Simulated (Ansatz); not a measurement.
## HfB2 (P6/mmm): Drude plasma energy along x against volume

The cell of HfB2 (P6/mmm) is scaled evenly and the response computed anew at each volume, on one mesh. The atoms keep their fractional positions. x, y and z are the Cartesian axes of the input cell.

Cell: a, b, c = 3.140, 3.140, 3.480 Å (primitive vectors), 3 atoms.

Method: Ansatz 0.2.0, PBEsol, independent particles, k-mesh 15×15×11 with interpolation inside its cells, Gaussian parameter 0.1 eV.

Launch of the response step: `ansatz run input.yaml --threads 4 --pin off --max-ram 8192MiB --backend cpu --events-out ev --progress --plain --runs-dir out`. The series took 23.8 min in all, on 4 threads of Intel(R) Xeon(R) Processor @ 2.50GHz (Skylake/Cascade Lake) (shared host).

| V/V₀ | V (Å³, primitive cell) | Drude plasma energy along x (eV) |
| --- | --- | --- |
| 0.94 | 27.93 | 4.916 |
| 0.96 | 28.53 | 4.851 |
| 0.98 | 29.12 | 4.788 |
| 1.00 | 29.71 | 4.726 |
| 1.02 | 30.31 | 4.666 |
| 1.04 | 30.90 | 4.608 |
| 1.06 | 31.50 | ? |

For small changes the quantity should be close to linear in ln V.

Working, on the rows shown:

| x = ln(V/V₀) | y = Drude plasma energy along x |
| --- | --- |
| -0.0618754 | 4.916 |
| -0.040822 | 4.851 |
| -0.0202027 | 4.788 |
| 0 | 4.726 |
| 0.0198026 | 4.666 |
| 0.0392207 | 4.608 |

Means: x̄ = -0.010646, ȳ = 4.7592. Σ(x − x̄)(y − ȳ) = -0.02181, Σ(x − x̄)² = 0.007154. Slope = -0.02181 / 0.007154 = -3.049; intercept = ȳ − slope · x̄ = 4.7267. The line misses the rows shown by at most 0.00086 eV.

Q: What does the fit predict for the withheld row, and how well does it do?

A: At x = 0.058269 the line gives y = 4.5491 eV. The run gave 4.551 eV, so the extrapolation is off by 0.0019 eV, 0.5 % of the range in the table.

Between the rows on either side of x = 0 the slope is (4.666 − 4.788) / (0.019803 − (-0.020203)) = -3.05. So d ln ωp/d ln V = -0.65; free electrons would give −0.50. The values come from a sum over the points of one k-mesh and carry its error, which is largest for Fermi-surface quantities. Spin-orbit coupling is left out.
